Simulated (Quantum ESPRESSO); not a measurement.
## CaO (Lime): from strain to phonon shift

Wanted: the shift of the optical mode of CaO (Lime) in a strained (001) layer.

Main program and level: Quantum ESPRESSO 7.5; DFT LDA, scalar-relativistic, plane waves, PseudoDojo norm-conserving pseudopotentials.

## (1) The relaxed structure

Symmetry: Fm-3m, No. 225, cubic system. The conventional cell has a = 4.704 Å, b = 4.704 Å, c = 4.704 Å, α = 90.00°, β = 90.00°, γ = 90.00°. Ca has 6 O at 2.35 Å nearest. Nearest to O lie 6 Ca at 2.35 Å. Farther neighbours and most contacts between anions are not listed.

Coordinates:

```
CELL_PARAMETERS angstrom
-2.35206 0.00000 2.35206
0.00000 2.35206 2.35206
-2.35206 2.35206 0.00000
ATOMIC_POSITIONS crystal
Ca 0.00000 0.00000 0.00000
O 0.50000 0.50000 0.50000
```

This is the cell after its relaxation at this level of theory, not the database cell from which that began.

## (2) Uniaxial strain

The relaxed cell is stretched along z alone. This keeps all atoms on sites fixed by symmetry and splits the threefold mode into a singlet, polarised along z, and a doublet. The macroscopic field is left out, so these are transverse modes. Cutoff 92 Ry, k mesh 8×8×8.

From the response at ε_zz = 0.01:

What it wrote:

```text
[banners, grids, parts of the stress and lines that vanish by symmetry left out]
Program PHONON v.7.5
     Reading xml data from directory:

[...]
Exchange-correlation= PW
                           (   1   4   0   0   0   0   0)
[...]
kinetic-energy cut-off    =      92.0000  Ry
     charge density cut-off    =     368.0000  Ry
     convergence threshold     =      1.0E-18
[...]
Exchange-correlation= PW
                           (   1   4   0   0   0   0   0)
[...]
q = (   0.0000000   0.0000000   0.0000000 )
     17 Sym.Ops. (with q -> -q+G )
     G cutoff =  372.0118  (  21147 G-vectors)     FFT grid: ( 40, 40, 40)
     number of k points=    59
[...]
Mode symmetry, D_4h(4/mmm) point group:
[...]
Representation #   1 mode #   1
[...]
End of self-consistent calculation
     Convergence has been achieved
     Representation #   2 mode #   2
[...]
End of self-consistent calculation
     Convergence has been achieved
     Representation #   3 modes #   3   4
[...]
End of self-consistent calculation
     Convergence has been achieved
     Representation #   4 modes #   5   6
[...]
End of self-consistent calculation
     Convergence has been achieved
[...]
q = (    0.000000000   0.000000000   0.000000000 )
[...]
freq (    1) =      -0.027758 [THz] =      -0.925906 [cm-1]
     freq (    2) =      -0.027758 [THz] =      -0.925906 [cm-1]
     freq (    3) =      -0.025278 [THz] =      -0.843171 [cm-1]
     freq (    4) =       7.930376 [THz] =     264.528883 [cm-1]
     freq (    5) =       8.778391 [THz] =     292.815618 [cm-1]
     freq (    6) =       8.778391 [THz] =     292.815618 [cm-1]
[...]
Mode symmetry, D_4h(4/mmm) point group:
     freq (   1-   2) =         -0.9  [cm-1]   --> E_u  X_5' M_5'  I
     freq (   3-   3) =         -0.8  [cm-1]   --> A_2u X_4' M_4'  I
     freq (   4-   4) =        264.5  [cm-1]   --> A_2u X_4' M_4'  I
     freq (   5-   6) =        292.8  [cm-1]   --> E_u  X_5' M_5'  I

   JOB DONE.
```

| ε_zz | singlet (cm⁻¹) | doublet (cm⁻¹) | σ_zz (GPa) | σ_xx (GPa) |
| --- | --- | --- | --- | --- |
| -0.01 | 317.75 | 288.36 | -2.783 | -0.644 |
| -0.005 | 304.25 | 289.71 | -1.347 | -0.318 |
| 0 | 290.87 | 290.87 | 0.001 | 0.001 |
| 0.005 | 277.64 | 291.91 | 1.265 | 0.313 |
| 0.01 | 264.53 | 292.82 | 2.451 | 0.618 |

Stress is counted positive in tension.

## (3) The fit

To first order ω² − ω₀² = p ε_zz + q (ε_xx + ε_yy) for the mode along z, and likewise for x and y. With ε_zz alone the singlet gives p and the doublet q.

The linear terms of parabolas through ω² are p = -18.31 ω₀² and q = 1.53 ω₀², with ω₀ = 290.9 cm⁻¹. Those of the stresses are C11 = 262 GPa and C12 = 63 GPa. Under hydrostatic strain p and q imply γ = −(p + 2q)/(6 ω₀²) = 2.54.

A layer held to an in-plane strain ε and free along z takes ε_zz = −2 (C12/C11) ε = -0.482 ε. To first order the singlet then shifts by (q − p C12/C11) ε / ω₀ = 1729 ε cm⁻¹. For ε = 0.006, ε_zz = -0.00289, the formulas for ω² predict 301.05 cm⁻¹ for the singlet and 275.16 cm⁻¹ for the doublet.

## (4) A biaxially strained cell

This run was no part of the fit.

What it wrote:

```text
[banners, grids, parts of the stress and lines that vanish by symmetry left out]
[banner, memory and clock lines left out]
Program PHONON v.7.5

[...]
Exchange-correlation= PW
                           (   1   4   0   0   0   0   0)
[...]
kinetic-energy cut-off    =      92.0000  Ry
     charge density cut-off    =     368.0000  Ry
     convergence threshold     =      1.0E-18
[...]
Exchange-correlation= PW
                           (   1   4   0   0   0   0   0)
[...]
q = (   0.0000000   0.0000000   0.0000000 )
     17 Sym.Ops. (with q -> -q+G )
     G cutoff =  369.4639  (  21123 G-vectors)     FFT grid: ( 40, 40, 40)
     number of k points=    59
[...]
Mode symmetry, D_4h(4/mmm) point group:
[...]
Representation #   1 mode #   1
[...]
End of self-consistent calculation
     Convergence has been achieved
     Representation #   2 mode #   2
[...]
End of self-consistent calculation
     Convergence has been achieved
     Representation #   3 modes #   3   4
[...]
End of self-consistent calculation
     Convergence has been achieved
     Representation #   4 modes #   5   6
[...]
End of self-consistent calculation
     Convergence has been achieved
[...]
q = (    0.000000000   0.000000000   0.000000000 )
[...]
freq (    1) =       0.048181 [THz] =       1.607148 [cm-1]
     freq (    2) =       0.048181 [THz] =       1.607148 [cm-1]
     freq (    3) =       0.048717 [THz] =       1.625040 [cm-1]
     freq (    4) =       8.263619 [THz] =     275.644656 [cm-1]
     freq (    5) =       8.263619 [THz] =     275.644656 [cm-1]
     freq (    6) =       9.022659 [THz] =     300.963522 [cm-1]
[...]
Mode symmetry, D_4h(4/mmm) point group:
     freq (   1-   1) =          1.6  [cm-1]   --> A_2u X_4' M_4'  I
     freq (   2-   3) =          1.6  [cm-1]   --> E_u  X_5' M_5'  I
     freq (   4-   5) =        275.6  [cm-1]   --> E_u  X_5' M_5'  I
     freq (   6-   6) =        301.0  [cm-1]   --> A_2u X_4' M_4'  I
```

| mode | predicted (cm⁻¹) | run (cm⁻¹) |
| --- | --- | --- |
| singlet | 301.05 | 300.96 |
| doublet | 275.16 | 275.64 |

The stress along z is -0.007 GPa and that in the plane 1.692 GPa; the unstrained cell carries 0.001 GPa.

## (5) What came out

- p (in units of the squared frequency): -18.31
- q (same units): 1.528
- shift of the singlet per unit of biaxial strain: 1729 cm⁻¹
- C11 and C12: 262 and 63 GPa

In words: To first order, one per cent of tensile biaxial strain moves the singlet of CaO (Lime) by 17.3 cm⁻¹ and the doublet by -25.5 cm⁻¹; the formulas miss the test run by up to 0.48 cm⁻¹. In the rock-salt structure this mode is infrared active and has no first-order Raman line. The third potential, r, needs shear strain, which was not run. These are harmonic values at zero temperature.

[Host names and launcher messages were left out of these logs when they were recorded.]

[Logs are printed without paths, hosts, clocks, repeated set-up lines and the standing remarks that a program may print on its own settings, such as how far it seeks lower states.]

[Hosts, paths, dates, database ids (printed as entryN), source tags and the programs' standing remarks are cut or masked in the printed files.]
